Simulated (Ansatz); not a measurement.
# Nb wire along [111], 10 atoms a period: bands along the axis, part 2 of 2

What gap, if any, does the Nb wire along [111], 10 atoms a period have, and how many channels would it open?

Ansatz 0.2.0; DFT PBE, plane waves, PAW; relaxation of a wire's period; PAW set soft_1 (the session's first sound run).

So far: Starting point; Relaxation of atoms and period.

### 2. Relaxation of atoms and period (continued)

The steps of the relaxation:

```csv
step,energy less that of the first step (eV),largest force component (eV/Å),pressure (GPa),volume (Å³)
1,0.0000,1.5061,-5.28,537.15
2,-1.1355,1.3494,0.97,513.14
3,-1.1223,1.5956,0.13,513.20
4,-1.3827,0.1966,0.07,508.66
5,-1.4038,0.0258,-0.04,507.22
6,-1.4049,0.0155,-0.08,506.49
7*,-1.4037,0.0155,-0.08,506.49
```

Relaxation steps marked * repeat the geometry before them on a plane-wave basis chosen anew for their cell, so energy and pressure can jump there. Relaxation step 3 was tried and not accepted.

Forces are held to the 2 operations that the run works with; a distortion that breaks them can't arise in this run.

```csv
cell as run,before,after,change
c (Å),2.867,2.703,-5.7 %
```

The atoms that moved most (Å, along periodic axes as changes of fractional coordinates times the final cell, across vacuum about the mean position):

```csv
atom,dx,dy,dz,length
Nb3,0.157,0.117,-0.112,0.226
Nb6,-0.157,-0.117,0.112,0.226
Nb2,-0.038,-0.127,0.073,0.152
Nb8,0.038,0.127,-0.073,0.152
Nb7,0.131,0.012,-0.071,0.150
Nb10,-0.131,-0.012,0.071,0.150
Nb4,-0.034,0.079,-0.001,0.086
Nb5,0.034,-0.079,0.001,0.086
```

This step gave:

```
energy at zero smearing    : -45512.0848 eV
cell length along the wire : 2.703 Å
```

The cell's length comes to 2.703 Å with spin left out.

### 3. Bands of the perfect wire

This step: DFT PBE, plane waves, PAW; bands of a perfect wire; PAW set soft_1 (Ansatz 0.2.0).

At the relaxed period the bands are computed along the axis; those that cross an energy going forward count the channels that a perfect wire would open there.

Input file input.yaml:

```yaml
crystal:
  lattice:
    - [13.822, 0.0, 0.0]
    - [0.0, 13.557, 0.0]
    - [0.0, 0.0, 2.702929444]
  atoms:
    - { symbol: Nb, position: [0.417544981, 0.45217465, 0.982788897] }
    - { symbol: Nb, position: [0.581869058, 0.739785162, 0.026908304] }
    - { symbol: Nb, position: [0.257363066, 0.359135132, 0.291793647] }
    - { symbol: Nb, position: [0.412876689, 0.655343427, 0.333026574] }
    - { symbol: Nb, position: [0.587092226, 0.344620371, 0.333640093] }
    - { symbol: Nb, position: [0.742605849, 0.640828666, 0.37487302] }
    - { symbol: Nb, position: [0.255480875, 0.550705205, 0.640542939] }
    - { symbol: Nb, position: [0.418099856, 0.260178636, 0.639758363] }
    - { symbol: Nb, position: [0.582423934, 0.547789148, 0.683877769] }
    - { symbol: Nb, position: [0.74448804, 0.449258593, 0.026123728] }
kpoints:
  mp_grid: { grid: [1, 1, 30] }
  band_path: { path: ["Γ", Z], npoints: 90 }
scf:
  occupations: { method: fermi_dirac, width: 0.05 }
hamiltonian:
  xc: pbe
  pseudopotentials: { kind: paw, azcp: { folder: soft_1 } }
output:
  dos: { e_range: [-5, 4] }
  write_potential: true
  write_density: true
  volumetric_format: npy
```

Command:

```console
$ ansatz run input.yaml --threads 4 --pin off --max-ram 16384MiB --backend cpu --events-out ev --progress --plain --runs-dir out
```

Numbers of over 12 decimals in the logs are rounded to 6 here.

Log:

```text
[...]
Crystal: 10 atoms, lattice volume = 506.488 Å³
Basis set: ecut = 420 eV, 9971 PW (Γ)
Bands: 78, of which v1, the nominal top of the filled ones, is band 65 counted from 1 (64 counted from 0)
Symmetry: 2 space group operations
[...]
k-points: 16 of 30
[...]
SCF iter   1: F=—  HF=-45524.427319 eV  |F-HF|=—  |Δ(HF+E_count)|=         —  Δρ=5.40e-2  dr2=9.23e1  ethr=3.10e-3  ⟨swp⟩=10.4  Hψ=6145  notcnv=0
[...]
SCF iter  11: F=-45512.133550 eV  HF=-45512.133550 eV  |F-HF|=1.50e-8  |Δ(HF+E_count)|=   2.01e-7  Δρ=2.18e-6  dr2=5.29e-8  ethr=7.69e-11  ⟨swp⟩=13.4  Hψ=4522  notcnv=0
SCF 1 converged in 11 iterations: F = -45512.133550 eV  dr2 = 5.29e-8
[...]
NSCF: frozen V_eff on 91 k-points
WARN: The output density's exchange-correlation potential varies sharply where the density is thin. Do not read a vacuum level from v_tot or v_xc, or from such a field of the output density. On a cell that repeats whose density bears no net charge and no dipole along the vacuum's axis use v_es (v_loc + v_h of the components); under efield.dipole_correction with no amplitude use v_es + v_field, which holds any externa [...]
SCF converged after 11 iterations
Free energy (F): -45512.133550 eV
[...]
Internal energy: -45512.046760 eV  (E = F + TS)
E sigma→0 (E₀):  -45512.090155 eV
Entropy (-TS):   -0.086790 eV (-8.679 meV/atom)
Fermi energy:    4.095363 eV
[...]
--- Band table (eV; the first three rows and the last of 16) ---
  k-point 0: bands = [... 61 lower, 3.2144, 3.4076, 3.6096, 3.7057, 3.8475, 3.8949, 4.2829, 4.5240, ... 9 higher]
  k-point 1: bands = [... 61 lower, 3.2449, 3.4087, 3.6004, 3.6868, 3.8356, 3.9146, 4.2653, 4.5168, ... 9 higher]
  k-point 2: bands = [... 61 lower, 3.2944, 3.4476, 3.5735, 3.6362, 3.8253, 3.9481, 4.2129, 4.4912, ... 9 higher]
  k-point 15: bands = [... 61 lower, 4.4189, 4.4974, 4.6264, 4.6313, 5.0465, 5.1264, 5.1748, 5.2544, ... 9 higher]
```

It took 85 s on 4 threads of Arm Neoverse N1, shared host; peak memory 2.1 GiB; 5.6 min of CPU time.

Reading the cycles: dr2 is the Hartree energy of the density residual (eV), the measure of convergence; HF is the Harris–Foulkes estimate of the energy, which meets the free energy F at convergence.

Numbers from this step:

```
energy at zero smearing : -45512.0902 eV
band gap                : 0 eV
```

Electronic bands along the path, in eV, zero at the Fermi level:

```csv
point,band 63,band 64,band 65,band 66,band 67,band 68,band 69,band 70
Γ,-0.69,-0.49,-0.39,-0.25,-0.20,0.19,0.43,0.55
halfway,-0.31,-0.21,-0.07,-0.05,0.05,0.19,0.31,0.44
Z,0.40,0.53,0.54,0.95,1.03,1.08,1.16,1.53
```

Between Γ and Z the bands cross the Fermi level 8 times, so a perfect wire would conduct at least 8 G₀, with spin left out.

### 4. Summary of results

- cell length, PBE: 2.703 Å
- ballistic conductance by band crossings, a lower bound, PBE: 8 G₀

What this shows: Under PBE the cell's length is 2.70 Å, and the bands cross the Fermi level 8 times between Γ and Z, which gives a perfect wire at least 8 G₀ (opposite crossings within one step of the path cancel in such a count). No spin was allowed, though thin wires with open d shells can turn magnetic.

[Logs are printed without paths, hosts, clocks, repeated set-up lines and the standing remarks that a program may print on its own settings, such as how far it seeks lower states.]

[Hosts, paths, dates, database ids (printed as entryN), source tags and the programs' standing remarks are cut or masked in the printed files.]
